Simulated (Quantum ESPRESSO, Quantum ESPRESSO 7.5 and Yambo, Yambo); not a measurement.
# How the form of the self-energy moves the gap of CdF2 (Fm-3m)

Aim: compare treatments of exchange, screening and correlation for the gap of CdF2 (Fm-3m).

Method: PBE and many-body steps on it, plane waves, in Quantum ESPRESSO 7.5 and Yambo 5.3.0.

This is a report of a sequence of runs, with most program output left out.

## 1. Set-up

Symmetry: Fm-3m, No. 225, cubic system. Conventional cell: a = 5.388 Å, b = 5.388 Å, c = 5.388 Å, α = 90.00°, β = 90.00°, γ = 90.00°. Nearest to Cd lie 8 F at 2.33 Å. Nearest to F lie 4 Cd at 2.33 Å. Farther neighbours and most contacts between anions are not listed.

The cell and positions come from the Crystallography Open Database and are kept as given unless a step says otherwise.

## 2. Empty states on the mesh, 4×4×4 mesh, 478 bands

This step: Quantum ESPRESSO 7.5; DFT, PBE, plane waves, norm-conserving pseudopotentials.

The sums over transitions need many empty states on a uniform mesh; this step solves for them.

Contents of pw.in:

```
&control
  calculation = 'nscf'
  prefix = 'x'
  outdir = 'o'
  pseudo_dir = 'pseudo'
/
&system
  ibrav = 0
  nat = 3
  ntyp = 2
  ecutwfc = 94.0
  nbnd = 478
  force_symmorphic = .true.
/
&electrons
  conv_thr = 1e-9
  electron_maxstep = 80
  diago_full_acc = .true.
  diago_thr_init = 5e-6
/
ATOMIC_SPECIES
  Cd 112.41 Cd.upf
  F 18.998 F.upf
CELL_PARAMETERS angstrom
  0.0000000000 2.6940000000 2.6940000000
  2.6940000000 0.0000000000 2.6940000000
  2.6940000000 2.6940000000 -0.0000000000
ATOMIC_POSITIONS crystal
  Cd 0.0000000000 0.0000000000 0.0000000000
  F 0.2500000000 0.2500000000 0.2500000000
  F 0.7500000000 0.7500000000 0.7500000000
K_POINTS automatic
  4 4 4 0 0 0
```

Started as:

```bash
$ OMP_NUM_THREADS=1 mpirun -n 4 pw.x -nk 4 -in pw.in > pw.out
```

Run time: 50 s. Hardware: 4 MPI ranks of Intel Xeon 6975P-C (Granite Rapids), shared host; peak memory 0.99 GiB.

Numbers from this step:

```
gap                                                           : 3.124 eV
k of the valence top                                          : 0.25, -0.5, -0.25
k of the conduction bottom                                    : 0, 0, 0
least direct gap                                              : 3.619 eV
k points computed                                             : 8
lowest point of the top converged band, above the valence top : 290.2509 eV
```

On this mesh the gap is 3.124 eV.

The density comes from a self-consistent run that is not shown.

## 3. Conversion and set-up

This step: Yambo 5.3.0; conversion and set-up on PBE, plane waves, norm-conserving pseudopotentials.

The states are converted to the many-body program's format and the q mesh is built.

Started as:

```bash
$ (cd o/x.save; p2y > p2y.log; mv SAVE ../..); yambo > setup.log
```

Run time: 3 s. Hardware: 1 MPI rank; peak memory 0.25 GiB.

## 4. G0W0, Godby-Needs plasmon pole

Now the one-shot GW correction: screening in the RPA, then the self-energy of the levels asked for.

This step: G0W0 on PBE, plane waves, norm-conserving pseudopotentials.

Contents of gw2.in:

```
HF_and_locXC
gw0
dyson
ppa
em1d
rim_cut
RandQpts= 1000000
RandGvec= 1 RL
EXXRLvcs= 94 Ry
VXCRLvcs= 376 Ry
Chimod= "HARTREE"
% BndsRnXp
 1 | 205 |
%
NGsBlkXp= 17 Ry
% LongDrXp
 1 | 1 | 1 |
%
% GbndRnge
 1 | 205 |
%
DysSolver= "n"
ExtendOut
PPAPntXp= 27.21138 eV
% QPkrange
 8 | 8 | 16 | 19 |
 1 | 1 | 16 | 19 |
%
```

Started as:

```bash
$ OMP_NUM_THREADS=1 mpirun -n 4 yambo -F gw2.in -J gw2 -C gw2 > gw2.log
```

It took 5 min on 4 MPI ranks; peak memory 1.9 GiB; 20 min of CPU time.

Numbers from this step:

```yaml
g0w0_gap_on_the_points_computed: 5.394 eV
starting_gap_on_the_mesh: 3.124 eV
k_of_the_valence_top: 0.25, -0.5, -0.25
k_of_the_conduction_bottom: 0, 0, 0
least_direct_g0w0_gap_on_the_computed_points: 6.155 eV
z_at_the_valence_top: 0.7943
z_at_the_conduction_bottom: 0.8686
```

The gap on the mesh goes from 3.12 eV to 5.39 eV, a correction of +2.27 eV.

## 5. One-shot COHSEX

This step: one-shot COHSEX on PBE, plane waves, norm-conserving pseudopotentials.

Contents of gw4.in:

```
HF_and_locXC
gw0
dyson
cohsex
em1s
rim_cut
RandQpts= 1000000
RandGvec= 1 RL
EXXRLvcs= 94 Ry
VXCRLvcs= 376 Ry
Chimod= "HARTREE"
% BndsRnXs
 1 | 205 |
%
NGsBlkXs= 17 Ry
% LongDrXs
 1 | 1 | 1 |
%
% GbndRnge
 1 | 205 |
%
DysSolver= "n"
ExtendOut
% QPkrange
 8 | 8 | 16 | 19 |
 1 | 1 | 16 | 19 |
%
```

Started as:

```bash
$ OMP_NUM_THREADS=1 mpirun -n 4 yambo -F gw4.in -J gw4 -C gw4 > gw4.log
```

The job ended after 2.9 min (4 MPI ranks; peak memory 1.8 GiB).

Numbers from this step:

| Property | Result |
| --- | --- |
| quasiparticle gap on the points computed | 7.277 eV |
| starting gap on the mesh | 3.124 eV |
| k of the valence top | 0.25, -0.5, -0.25 |
| k of the conduction bottom | 0, 0, 0 |
| least direct quasiparticle gap on the computed points | 7.944 eV |
| Z at the valence top | 1 |
| Z at the conduction bottom | 1 |

Against G0W0 in Yambo (4×4×4 mesh, 205 bands, screening to 231.3 eV, Godby-Needs plasmon pole), the gap moves by +1.883 eV.

## 6. One-shot Hartree-Fock

This step: one-shot Hartree-Fock on PBE, plane waves, norm-conserving pseudopotentials.

Contents of gw5.in:

```
HF_and_locXC
rim_cut
RandQpts= 1000000
RandGvec= 1 RL
EXXRLvcs= 94 Ry
VXCRLvcs= 376 Ry
% QPkrange
 8 | 8 | 16 | 19 |
 1 | 1 | 16 | 19 |
%
```

Started as:

```bash
$ OMP_NUM_THREADS=1 mpirun -n 4 yambo -F gw5.in -J gw5 -C gw5 > gw5.log
```

It took 9.8 s on 4 MPI ranks; peak memory 1.7 GiB; 38 s of CPU time.

This step gave:

* quasiparticle gap on the mesh: 14.68 eV
* starting gap on the mesh: 3.124 eV
* k of the valence top: 0.25, -0.5, -0.25
* k of the conduction bottom: 0, 0, 0
* least direct quasiparticle gap on the computed points: 15.32 eV

Against G0W0 in Yambo (4×4×4 mesh, 205 bands, screening to 231.3 eV, Godby-Needs plasmon pole), the gap moves by +9.284 eV.

## 7. Side by side

Times are wall times on 4 MPI ranks of Intel Xeon 6975P-C (Granite Rapids), shared host, good to a factor of about two.

```csv
run,mesh,bands,screening cutoff (eV),DFT gap (eV),gap on the mesh (eV),direct (eV),time
"G0W0, Godby-Needs plasmon pole",4×4×4,205,231.3,3.124,5.394,6.155,5 min
one-shot COHSEX,4×4×4,205,231.3,3.124,7.277,7.944,2.9 min
one-shot Hartree-Fock,4×4×4,-,-,3.124,14.678,15.321,9.8 s
```

## 8. What came out

- G0W0, Godby-Needs plasmon pole: 5.394 eV
- one-shot COHSEX: 7.277 eV
- one-shot Hartree-Fock: 14.678 eV
- known limits: not at the basis limit; d shell near the gap, gap tends to lie low; no spin-orbit coupling; coarse k mesh

What this shows: One-shot COHSEX: +1.883 eV against G0W0, Godby-Needs plasmon pole. One-shot Hartree-Fock: +9.284 eV against G0W0, Godby-Needs plasmon pole. Bare exchange alone opens the gap to 14.68 eV; against G0W0, correlation takes back 9.28 eV. Static COHSEX lies above G0W0: it lacks the factor Z and overstates the Coulomb hole of the filled states. Bands and cutoff are finite, so the gap is not at the basis limit. The miss can reach some tenths of an eV and take either sign; the mesh is an error of its own. The 4×4×4 mesh is coarse for this cell, which bears on the long-range parts of exchange and screening. A d shell, filled or nearly so, lies near the gap. One-shot GW converges very slowly in bands there, not always from below, and on a semilocal start the gap tends to come out low; starts rich in exact exchange can overshoot instead. The many-body steps are scalar-relativistic: spin-orbit coupling is not in them.

[Paths, hosts, dates, memory and timing lines, banners, echoed tables and standing remarks are left out of the program output.]

[Logs are printed without paths, hosts, clocks, repeated set-up lines and the standing remarks that a program may print on its own settings, such as how far it seeks lower states.]

[Runs of the session that timed out or met a known fault of the program may be left out.]

[Hosts, paths, dates, database ids (printed as entryN), source tags and the programs' standing remarks are cut or masked in the printed files.]
